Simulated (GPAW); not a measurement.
# How MgI2 absorbs and reflects light

Wanted: where MgI2 starts to absorb, how strongly, and its refractive index. The cell comes from an older database entry, whose edges can differ from later determinations, mostly by under a per cent.

Calculated with GPAW 26.7.0; DFT, PBE, plane-wave PAW (GPAW data sets), scalar-relativistic, RPA, optical limit.

The database entry behind the starting cell has ideal inner coordinates that were not refined, so it need not match the best structure at ambient conditions.

## (1) The starting structure

The structure is trigonal, space group P-3m1 (No. 164). The conventional cell has a = 4.140 Å, b = 4.140 Å, c = 6.880 Å, α = 90.00°, β = 90.00°, γ = 120.00°. I has 3 Mg at 2.94 Å nearest. Nearest to Mg lie 6 I at 2.94 Å. Farther neighbours and most contacts between anions are not listed.

Structure file:

```
I Mg
1.0
     4.14000    0.00000    0.00000
    -2.07000    3.58535    0.00000
     0.00000    0.00000    6.88000
I Mg
2 1
Direct
  0.66667 0.33333 0.75000
  0.33333 0.66667 0.25000
  0.00000 0.00000 0.00000
```

## (2) Ground state

First the ground state: is it a metal or has it a gap?

This step: DFT, PBE, plane-wave PAW (GPAW data sets), scalar-relativistic, ground state (GPAW 26.7.0).

File gs.py:

```python
from ase import Atoms
from ase.dft.bandgap import bandgap
from gpaw import GPAW, PW, FermiDirac

atoms = Atoms(['I', 'I', 'Mg'],
              cell=[[4.140000000019, 0.000000000000, 0.000000000000],
                    [-2.070000000009, 3.585345171684, 0.000000000000],
                    [0.000000000000, 0.000000000000, 6.880000000000]],
              scaled_positions=[[0.666666666667, 0.333333333333, 0.750000000000],
                                [0.333333333333, 0.666666666667, 0.250000000000],
                                [0.000000000000, 0.000000000000, 0.000000000000]],
              pbc=[True, True, True])
atoms.calc = GPAW(mode=PW(500), xc='PBE', kpts={'size': (6, 6, 4), 'gamma': True},
                  occupations=FermiDirac(0.05), maxiter=150, txt='gs.txt')
print('energy (eV)', atoms.get_potential_energy())
print('Fermi level (eV)', atoms.calc.get_fermi_level())
print('valence electrons', atoms.calc.get_number_of_electrons())
print('gap (eV)', bandgap(atoms.calc, output=None)[0])
print('direct gap (eV)', bandgap(atoms.calc, direct=True, output=None)[0])
atoms.calc.write('gs.gpw')
```

Launch:

```sh
$ OMP_NUM_THREADS=1 python gs.py
```

Numbers of over 12 decimals in the logs are rounded to 6 here.

The program printed:

```text
__  _  _
 | _ |_)|_||  |
 |__||  | ||/\| - 26.7.0

Versions:
  Python: 3.12.14
  ASE:    3.29.0
  Numpy:  2.5.5
  Scipy:  1.18.1
  Libxc:  7.0.0

Input parameters:
  mode=PW(ecut=500.0),
  kpts=MonkhorstPack(size=(6, 6, 4), gamma=True),
  maxiter=150,
  occupations=Occupations(name='fermi-dirac', width=0.05, fixmagmom=False),
  xc=XC(name='PBE')

Diagonalizing LCAO Hamiltonian
Converting LCAO to pw mode

             I

         I

       Mg

Atoms  # Å, Bohr magnetons
|   | symbol |         x |        y |        z |    initial magnetic moments |
| 0 |      I |  2.070000 | 1.195115 | 5.160000 | ( 0.0000,  0.0000,  0.0000) |
| 1 |      I | -0.000000 | 2.390230 | 1.720000 | ( 0.0000,  0.0000,  0.0000) |
| 2 |     Mg |  0.000000 | 0.000000 | 0.000000 | ( 0.0000,  0.0000,  0.0000) |

Unit cell  # Å
| periodic |         x |        y |        z |  lengths |     angles |
|      yes |  4.140000 | 0.000000 | 0.000000 | 4.140000 |  90.000000 |
|      yes | -2.070000 | 3.585345 | 0.000000 | 4.140000 |  90.000000 |
|      yes |  0.000000 | 0.000000 | 6.880000 | 6.880000 | 120.000000 |

Number of symmetries: 12
Symmetry operations  # r_c * U_cc + t_c -> r_c
|    | kind |            matrix            |
|  0 |  σ   |  1, 1, 0,  0,-1, 0,  0, 0, 1 |
|  1 |  S6  |  1, 1, 0, -1, 0, 0,  0, 0,-1 |
|  2 |  E   |  1, 0, 0,  0, 1, 0,  0, 0, 1 |
|  3 |  C2  |  1, 0, 0, -1,-1, 0,  0, 0,-1 |
|  4 |  C2  |  0, 1, 0,  1, 0, 0,  0, 0,-1 |
|  5 |  C3  |  0, 1, 0, -1,-1, 0,  0, 0, 1 |
|  6 |  S6  |  0,-1, 0,  1, 1, 0,  0, 0,-1 |
|  7 |  σ   |  0,-1, 0, -1, 0, 0,  0, 0, 1 |
|  8 |  σ   | -1, 0, 0,  1, 1, 0,  0, 0, 1 |
|  9 |  i   | -1, 0, 0,  0,-1, 0,  0, 0,-1 |
| 10 |  C3  | -1,-1, 0,  1, 0, 0,  0, 0, 1 |
| 11 |  C2  | -1,-1, 0,  0, 1, 0,  0, 0,-1 |

BZ-sampling:
  Number of BZ points: 144
  Number of IBZ points: 24

  Monkhorst-Pack size: [6, 6, 4]
  Monkhorst-Pack shift: [0.083333, 0.083333, 0.125]

K-points  # in reciprocal-cell coordinates
|     |                                coordinates |     weight |
|   0 | (  0.00000000,   0.00000000,   0.00000000) | 0.00694444 |
|   1 | (  0.00000000,   0.00000000,   0.25000000) | 0.01388889 |
|   2 | (  0.00000000,   0.00000000,   0.50000000) | 0.00694444 |
|   3 | (  0.16666667,   0.00000000,  -0.25000000) | 0.04166667 |
|   4 | (  0.16666667,   0.00000000,   0.00000000) | 0.04166667 |
|   5 | (  0.16666667,   0.00000000,   0.25000000) | 0.04166667 |
|   6 | (  0.16666667,   0.00000000,   0.50000000) | 0.04166667 |
|   7 | (  0.33333333,  -0.16666667,   0.00000000) | 0.04166667 |
|   8 | (  0.33333333,  -0.16666667,   0.25000000) | 0.08333333 |
|   9 | (  0.33333333,  -0.16666667,   0.50000000) | 0.04166667 |
| ... |                                            |            |
|  23 | (  0.50000000,   0.50000000,   0.50000000) | 0.02083333 |

Plane wave coefficients: 2615
Cutoff: 500.0 eV

Spin-components: 1 (collinear spins)
Bands:           16
Projectors:      15
Spin-degeneracy: 2
Datatype:        complex128

Parallelization:
  kpt:    1
  domain: 1
  band:   1

Density:
  Valence electrons: 24.0
  Components: 1
  Grid points: [24 24 36]
  Charge: 0.0  # |e|

Potential:
  Grid points: [24 24 36]

species:
  I:
    name:    Iodine
    id:
    Z:       53.0
    valence: 7
    core:    46
    charge:  0.0  # [|e|]
    compensation charges:
      type: gauss
      rc: 0.37  # [Å]
      lmax: 2
    cutoffs:
      filter: 2.06  # [Å]
      core: 2.90  # [Å]
    projectors
    | kind |    occ | energy [eV] | rcut [Å] |
    |   5s |  2.000 |     -17.382 |    1.164 |
    |   5p |  5.000 |      -7.088 |    1.164 |
    |    s |        |       9.829 |    1.164 |
    |    p |        |      20.123 |    1.164 |
    |    d |        |       0.000 |    1.164 |

    Using partial waves for I as LCAO basis

  Mg:
    name:    Magnesium
    id:
    Z:       12.0
    valence: 10
    core:    2
    charge:  0.0  # [|e|]
    compensation charges:
      type: gauss
      rc: 0.33  # [Å]
      lmax: 2
    cutoffs:
      filter: 1.86  # [Å]
      core: 0.54  # [Å]
    projectors
    | kind |    occ | energy [eV] | rcut [Å] |
    |   2s |  2.000 |     -79.840 |    1.090 |
    |   3s |  2.000 |      -4.705 |    1.090 |
    |   2p |  6.000 |     -46.613 |    1.085 |
    |   3p |  0.000 |      -1.330 |    1.085 |
    |    d |        |       0.000 |    1.037 |

    Using partial waves for Mg as LCAO basis

Reference energy: -392531.236221  # eV

eigensolver:
  PPCG
  Converge bands: occupied
  niter=2

density mixing:
  MSR1-Mixer
  Pratt-step length: 0.05
  Maximum mixing coefficient: 0.75
  Old densities: 10
  SVD Regularization: 0.005
  Good broyden scale: 1.0
  Trust region scale: 1.0
  Backstep threshold: 4.0
  History deletion threshold: 6.0
  Fourier metric: weight=20.0, sigma=0.015

occupation numbers:
  Fermi-Dirac:
    width: 0.0500  # eV

poisson solver:
  ecut: 4000.0  # eV

xc functional:
  name: PBE with 2 nearest neighbor stencil

convergence criteria:
- Maximum [total energy] change in last 3 cyles: 0.0005 eV / valence electron
- Maximum integral of absolute [dens]ity change: 0.0001 electrons / valence electron
- Maximum integral of absolute [eigenst]ate change: 4e-08 eV^2 / valence electron
maximum number of iterations: 150

SCF iterations
|iter     |      energy | eigst |  dens |
|iter:   1||   -7.871158 | -0.07 |       |
|iter:   2||   -7.848538 | -1.97 | -1.35 |
|iter:   3||   -7.763864 | -1.68 | -1.39 |
|iter:   4||   -7.765352 | -1.99 | -1.95 |
|iter:   5||   -7.763748c| -3.26 | -2.34 |
|iter:   6||   -7.764062c| -4.54 | -2.71 |
|iter:   7||   -7.764071c| -5.66 | -3.46 |
|iter:   8||   -7.764072c| -6.45 | -4.00c|
|iter:   9||   -7.764072c| -7.54c| -4.90c|

Converged in 9 steps
SCF loop duration: 12.276 s (1.364 s/step)
Energy contributions relative to reference atoms: (reference = -392531.236221)

Energy contributions:
  Kinetic:          11.617758
  Coulomb:         -10.413170
  Zero:             -0.054816
  External:          0.000000
  Xc:               -8.913843
  Entropy:          -0.000000
  Spinorbit:         0.000000
  ----------------------------
  Free energy:      -7.764072
  Extrapolated:     -7.764072

dipole moment: (-2.973839, -5.150840, -9.884064)  # |e|*Ang

Fermi level: 4.385
Eigenvalues  # (at kpt = [0.000, 0.000, 0.000])
| band index |      eig [eV] | occ [0-2] |
|          0 |       -72.938 |     2.000 |
|        ... |               |           |
|          4 |        -9.533 |     2.000 |
|          5 |        -8.852 |     2.000 |
|          6 |        -1.108 |     2.000 |
|          7 |         2.111 |     2.000 |
|          8 |         2.111 |     2.000 |
|          9 |         2.455 |     2.000 |
|         10 |         2.475 |     2.000 |
|         11 |         2.475 |     2.000 |
|         12 |         6.130 |     0.000 |
|         13 |         7.354 |     0.000 |
|         14 |         9.331 |     0.000 |
|         15 |         9.331 |     0.000 |

Gap: 3.508 eV
Transition (v -> c):
  (s=0, k=0, n=11, [0.00, 0.00, 0.00]) -> (s=0, k=23, n=12, [0.50, 0.50, 0.50])
Direct/indirect transitions are different
Direct gap: 3.656 eV
Transition at: (s=0, k=0, n=11, [0.00, 0.00, 0.00])

--- standard output ---
energy (eV) -7.764072
Fermi level (eV) 4.384531
valence electrons 24.0
gap (eV) 3.508350
direct gap (eV) 3.655885
```

Wall time 14 s (1 thread of Arm Neoverse V2, shared host); peak memory 0.17 GiB.

This step gave:

| Item | Value |
| --- | --- |
| energy | -7.764 eV |
| Fermi energy | 4.385 eV |
| gap on the k-mesh | 3.508 eV |
| direct gap on the mesh | 3.656 eV |
| electrons | 24 |

There is a gap, 3.51 eV on this mesh (points off the mesh can give less), so no carriers' term is needed.

## (3) Bands for the response

At the fixed density, many empty bands are solved on the mesh of the response, since the spectrum sums over them.

This step: DFT, PBE, plane-wave PAW (GPAW data sets), scalar-relativistic, bands at fixed density (GPAW 26.7.0).

File nscf.py:

```python
from ase.dft.bandgap import bandgap
from gpaw import GPAW, FermiDirac

calc = GPAW('gs.gpw').fixed_density(kpts={'size': (9, 9, 5), 'gamma': True}, nbands=66, convergence={'bands': 60},
                                    occupations=FermiDirac(0.001), txt='nscf.txt')
print('gap (eV)', bandgap(calc, output=None)[0])
print('direct gap (eV)', bandgap(calc, direct=True, output=None)[0])
print('top band over the Fermi level (eV)', min(calc.get_eigenvalues(kpt=k)[59] for k in range(len(calc.get_ibz_k_points()))) - calc.get_fermi_level())
calc.write('full.gpw', mode='all')
```

Launch:

```sh
$ OMP_NUM_THREADS=1 python nscf.py
```

The program printed:

```text
Diagonalizing LCAO Hamiltonian
Converting LCAO to pw mode
convergence criteria:
- Maximum integral of absolute [eigenst]ate change: 4e-08 eV^2 / valence electron
maximum number of iterations: 150

SCF iterations
|iter     |      energy | eigst |  dens |
|iter:   1||             | +3.82 |       |
|iter:   2||             | +2.57 |       |
|iter:   3||             | +1.57 |       |
|iter:   4||             | +0.37 |       |
|iter:   5||             | -0.61 |       |
|iter:   6||             | -1.38 |       |
|iter:   7||             | -2.06 |       |
|iter:   8||             | -2.75 |       |
|iter:   9||             | -3.43 |       |
|iter:  10||             | -4.06 |       |
|iter:  11||             | -4.71 |       |
|iter:  12||             | -5.20 |       |
|iter:  13||             | -5.73 |       |
|iter:  14||             | -6.20 |       |
|iter:  15||             | -6.59 |       |
|iter:  16||             | -6.91 |       |
|iter:  17||             | -7.23 |       |
|iter:  18||             | -7.49c|       |
SCF steps: 18
  __  _  _
 | _ |_)|_||  |
 |__||  | ||/\| - 26.7.0

Versions:
  Python: 3.12.14
  ASE:    3.29.0
  Numpy:  2.5.5
  Scipy:  1.18.1
  Libxc:  7.0.0

Input parameters:
  mode=PW(ecut=500.0),
  convergence={'bands': 60},
  gpts=array([24, 24, 36]),
  kpts=MonkhorstPack(size=(9, 9, 5), gamma=True),
  maxiter=150,
  nbands=66,
  occupations=Occupations(name='fermi-dirac', width=0.001, fixmagmom=False),
  parallel={},
  xc=XC(name='PBE')

--- standard output ---
gap (eV) 3.483435
direct gap (eV) 3.655885
top band over the Fermi level (eV) 28.223687
```

Elapsed: 3.4 min, on 1 thread; peak memory 0.33 GiB.

Read-outs, printed or worked out from the files:

* gap on the k-mesh: 3.483 eV

## (4) Dielectric function, RPA

Transitions between filled and empty bands, summed over the zone, give the optical response, so mesh, band count and broadening shape it.

The induced potential is part of this response.

This step: DFT, PBE, plane-wave PAW (GPAW data sets), scalar-relativistic, RPA, optical limit (GPAW 26.7.0).

File df.py:

```python
from gpaw.response.df import DielectricFunction

df = DielectricFunction('full.gpw', frequencies={'type': 'nonlinear', 'domega0': 0.03, 'omega2': 8},
                        ecut=60,
                        eta=0.2,
                        nbands=60,
                        txt='df.txt')
for direction in ['x', 'z']:
    df.get_dielectric_function(xc='RPA', direction=direction, filename=f'df_{direction}.csv')
```

Launch:

```sh
$ OMP_NUM_THREADS=1 python df.py
```

The program printed:

```text
Using integrator: PointIntegrator
NonLinearFrequencyDescriptor(from 0.000 to 109.149 eV, 548 points)
Nonperiodic BCs:  [False False False]
Using integrator: PointIntegrator
NonLinearFrequencyDescriptor(from 0.000 to 109.149 eV, 548 points)
Nonperiodic BCs:  [False False False]

Calculating chi0 body with:
    Ground state adapter containing:
    Number of spins: 1
    Number of kpoints: 405
    Number of irreducible kpoints: 50
    Number of completely occupied states: 12
    Number of partially occupied states: 12

    Linear response parametrization:
    q_c: [0.0, 0.0, 0.0]
    Number of frequency points: 548
    Planewave cutoff: 60.0
    Number of bands: 60
    Number of planewaves: 111
    Broadening (eta): 0.2

Integrating chi0 body.

Symmetries of q_c:
    Direct symmetries (Uq -> q): 12
    Indirect symmetries (TUq -> q): 0
In total 12 allowed symmetries.

50 groups of equivalent kpoints. 87.654321% reduction.

Integral kind: spectral function

Calculating chi0 optical extensions with:
    Ground state adapter containing:
    Number of spins: 1
    Number of kpoints: 405
    Number of irreducible kpoints: 50
    Number of completely occupied states: 12
    Number of partially occupied states: 12

    Linear response parametrization:
    Number of frequency points: 548
    Planewave cutoff: 60.0
    Number of bands: 60
    Number of planewaves: 111
    Broadening (eta): 0.2
Integrating chi0 head and wings.

Symmetries of q_c:
    Direct symmetries (Uq -> q): 12
    Indirect symmetries (TUq -> q): 0
In total 12 allowed symmetries.

50 groups of equivalent kpoints. 87.654321% reduction.

Integral kind: spectral function wings
```

It took 26 s on 1 thread; peak memory 0.55 GiB.

Numbers from this step:

```
electronic dielectric constant ε∞, mean over x, y and z (by symmetry where fewer were run) : 4.012
main peak of Im epsilon, first axis                                                        : 6.475 eV
centre of weight of the strongest loss peak in the window                                  : 16.34 eV
```

Some rows of df_x.csv (energy; Re and Im without local fields; Re and Im with them):

```text
0.000000, 4.958736, -0.000000, 4.139796, -0.000000
0.555532, 4.989753, 0.022670, 4.162888, 0.016875
1.143969, 5.094574, 0.049844, 4.240895, 0.037080
1.768324, 5.304260, 0.087610, 4.396821, 0.065125
2.431988, 5.686838, 0.151353, 4.681175, 0.112558
3.138794, 6.426877, 0.304677, 5.232962, 0.229326
3.893091, 7.958452, 1.055713, 6.335927, 0.819676
4.699832, 9.319507, 4.996773, 7.191550, 3.465071
5.564682, 5.579663, 7.797347, 4.933090, 5.791875
6.494155, 3.002501, 8.593089, 2.638799, 6.089060
7.495775, -0.910419, 7.828995, 0.768576, 5.435235
8.578281, -2.480956, 3.885251, -1.091568, 3.757755
9.751884, -1.531475, 2.599333, -0.564711, 2.410901
11.028587, -1.180366, 1.557572, -0.478272, 1.727155
12.422601, -0.662835, 0.946835, -0.340412, 1.097275
13.950874, -0.265824, 0.637493, -0.061147, 0.677743
15.633783, -0.060589, 0.528106, 0.218047, 0.577947
17.496047, 0.139071, 0.375664, 0.341873, 0.435834
19.567954, 0.277668, 0.217585, 0.393455, 0.349879
```

Values under the direct gap are tails of Lorentzian lines. The Im ε by photon energy; read off at these points:

```tsv
photon energy (eV)	E ∥ x	E ∥ z
0.00	0	0
0.50	0.0151	0.0117
1.00	0.0318	0.0245
1.50	0.0519	0.0397
2.00	0.0787	0.0600
2.50	0.119	0.0902
3.00	0.194	0.145
3.50	0.429	0.313
4.00	1.07	0.775
4.50	2.48	2.16
5.00	4.59	2.39
5.50	5.62	2.24
6.00	5.55	4.46
6.33	6.03	5.44
6.50	6.09	5.35
7.00	5.56	5.07
7.50	5.43	4.26
8.00	5.09	4.55
8.50	3.97	4.98
9.00	2.90	4.69
9.50	2.43	3.96
10.00	2.26	3.24
10.50	1.84	2.47
11.00	1.74	1.94
11.50	1.49	1.81
12.00	1.29	1.13
12.50	1.08	1.03
13.00	1.00	0.925
13.50	0.820	0.949
14.00	0.682	0.822
14.50	0.581	0.677
15.00	0.574	0.667
15.50	0.582	0.585
16.00	0.559	0.493
16.50	0.508	0.464
17.00	0.459	0.471
17.50	0.436	0.436
18.00	0.436	0.373
18.50	0.377	0.352
19.00	0.405	0.390
19.50	0.364	0.350
20.00	0.301	0.316
20.50	0.264	0.295
21.00	0.265	0.262
21.50	0.285	0.278
```

The Re ε by photon energy:

```tsv
photon energy (eV)	E ∥ x	E ∥ z
0	4.14	3.76
1	4.22	3.82
2	4.48	4.02
3	5.09	4.48
4	6.55	5.68
5	6.61	4.72
6	3.66	5.75
7	1.49	2.31
8	-0.232	2.02
9	-0.919	0.206
10	-0.650	-0.997
11	-0.478	-0.908
12	-0.423	-0.687
13	-0.216	-0.196
14	-0.0452	-0.122
15	0.173	0.0594
16	0.232	0.161
17	0.298	0.285
18	0.355	0.334
19	0.444	0.422
20	0.430	0.445
21	0.545	0.519
```

Values under the direct gap are tails of Lorentzian lines. Im ε, E ∥ x against photon energy; read off at these points:

```tsv
photon energy (eV)	without local fields	with local fields
0.0	0	0
0.5	0.0203	0.0151
1.0	0.0427	0.0318
1.5	0.0697	0.0519
2.0	0.106	0.0787
2.5	0.160	0.119
3.0	0.259	0.194
3.5	0.550	0.429
4.0	1.38	1.07
4.5	3.46	2.48
5.0	6.65	4.59
5.5	7.69	5.62
6.0	7.37	5.55
6.5	8.59	6.09
7.0	8.29	5.56
7.5	7.82	5.43
8.0	6.04	5.09
8.5	4.13	3.97
9.0	3.07	2.90
9.5	2.65	2.43
10.0	2.32	2.26
10.5	1.82	1.84
11.0	1.58	1.74
11.5	1.33	1.49
12.0	1.08	1.29
12.5	0.938	1.08
13.0	0.880	1.00
13.5	0.703	0.820
14.0	0.644	0.682
14.5	0.561	0.581
15.0	0.605	0.574
15.5	0.550	0.582
16.0	0.480	0.559
16.5	0.439	0.508
17.0	0.400	0.459
17.5	0.376	0.436
18.0	0.337	0.436
18.5	0.304	0.377
19.0	0.295	0.405
19.5	0.222	0.364
20.0	0.205	0.301
20.5	0.197	0.264
21.0	0.213	0.265
21.5	0.191	0.285
```

The reflectivity at normal incidence by photon energy; read off at these points:

```tsv
photon energy (eV)	E ∥ x (%)	E ∥ z (%)
0.0	11.6	10.2
1.0	11.9	10.4
2.0	12.8	11.2
3.0	14.9	12.9
4.0	19.6	17.0
5.0	25.1	16.9
6.0	25.5	23.7
7.0	27.9	24.7
8.0	32.3	23.0
8.5	34.8	26.7
9.0	32.5	29.1
10.0	29.0	33.5
11.0	26.5	33.3
11.8	27.0	38.4
12.0	26.6	34.6
13.0	22.8	22.8
14.0	19.7	21.2
15.0	12.6	16.1
16.0	10.7	13.1
17.0	8.68	9.08
18.0	7.13	7.47
19.0	5.09	5.45
20.0	4.92	4.68
21.0	2.84	3.19
```

Values under the direct gap are tails of Lorentzian lines. Loss function −Im 1/ε at q → 0 against energy loss; read off at these points:

```tsv
energy loss (eV)	E ∥ x	E ∥ z
0.00	0	0
0.50	8.8e-4	8.2e-4
1.00	0.00179	0.00168
1.50	0.00278	0.00262
2.00	0.00392	0.00371
2.50	0.00535	0.00511
3.00	0.00747	0.00723
3.50	0.0131	0.0127
4.00	0.0243	0.0236
4.50	0.0415	0.0641
5.00	0.0708	0.0855
5.50	0.0961	0.0643
6.00	0.126	0.0842
6.50	0.139	0.129
7.00	0.168	0.164
7.50	0.181	0.189
8.00	0.196	0.184
8.50	0.235	0.191
9.00	0.314	0.213
9.50	0.385	0.246
10.00	0.409	0.282
10.50	0.495	0.335
11.00	0.534	0.423
11.50	0.617	0.453
12.00	0.701	0.647
12.50	0.853	0.819
13.00	0.954	1.03
13.50	1.14	1.03
14.00	1.46	1.19
14.50	1.72	1.47
14.59	1.76	1.50
15.00	1.60	1.49
15.50	1.51	1.70
15.73	1.51	1.89
16.00	1.53	1.83
16.50	1.55	1.72
17.00	1.53	1.55
17.50	1.42	1.68
18.00	1.38	1.49
18.50	1.24	1.18
19.00	1.12	1.18
19.50	1.28	1.17
20.00	1.09	1.06
20.50	0.858	0.939
21.00	0.721	0.775
21.50	0.750	0.715
```

At chosen wavelengths:

```tsv
wavelength (nm)	n x	k x	R (%) x	1/α x	n z	k z	R (%) z	1/α z
1064	2.06	0.009	12.0	9.2 µm	1.96	0.007	10.5	11 µm
800	2.08	0.013	12.3	4.9 µm	1.98	0.010	10.8	6.1 µm
633	2.11	0.018	12.8	2.8 µm	2.00	0.014	11.1	3.5 µm
532	2.15	0.024	13.4	1.8 µm	2.03	0.019	11.6	2.2 µm
365	2.36	0.073	16.4	397 nm	2.20	0.058	14.1	504 nm
248	2.71	0.846	25.1	23 nm	2.24	0.535	16.9	37 nm
193	2.19	1.387	27.6	11 nm	2.29	1.181	25.0	13 nm
```

Below the direct gap, k and the depth come from the tails of the Lorentzian lines, not from transitions.

Rows near the edge hang on the gap, which this functional as a rule makes too small, and phonon-assisted absorption is left out.

At 1064 nm the birefringence n(z) − n(x) is -0.101: the crystal is uniaxial negative at this level.

## (5) Results

| Item | Value |
| --- | --- |
| electronic dielectric constant ε∞, mean over x, y and z (by symmetry where fewer were run) (RPA) | 4.01 |
| main peak of Im epsilon, first axis | 6.47 eV |
| centre of weight of the strongest loss peak in the window, first axis | 16.3 eV |

In words: At this level (PBE, RPA) MgI2 has a mean ε∞ = 4.01 and n = 2.05 at 1550 nm (E ∥ x), and Im ε peaks at 6.5 eV (E ∥ x). On the mesh the gap is 3.48 eV and the least direct gap 3.66 eV, so on this mesh the band edges lie at different points. Local fields change the static value along x from 4.96 to 4.14 (-17 %). Distinct maxima of Im ε, read by a parabola through the highest points, lie at 5.64 eV (5.9) and 6.47 eV (6.1) for E ∥ x. The static values by axis are 4.14 (x), 3.76 (z). At 1064 nm the birefringence n(z) − n(x) is -0.101: the crystal is uniaxial negative at this level. Excitons and phonon-assisted transitions are missing; PBE gaps are as a rule too small, which pulls the onset down and ε∞ up. Spin-orbit coupling is left out although heavy atoms are present. The sum runs over mesh points, so small or evenly spaced maxima can still be ripples of the mesh.

[Machine, clock and banner lines and Python warnings are left out of the logs.]

[Logs are printed without paths, hosts, clocks, repeated set-up lines and the standing remarks that a program may print on its own settings, such as how far it seeks lower states.]

[Hosts, paths, dates, database ids (printed as entryN), source tags and the programs' standing remarks are cut or masked in the printed files.]
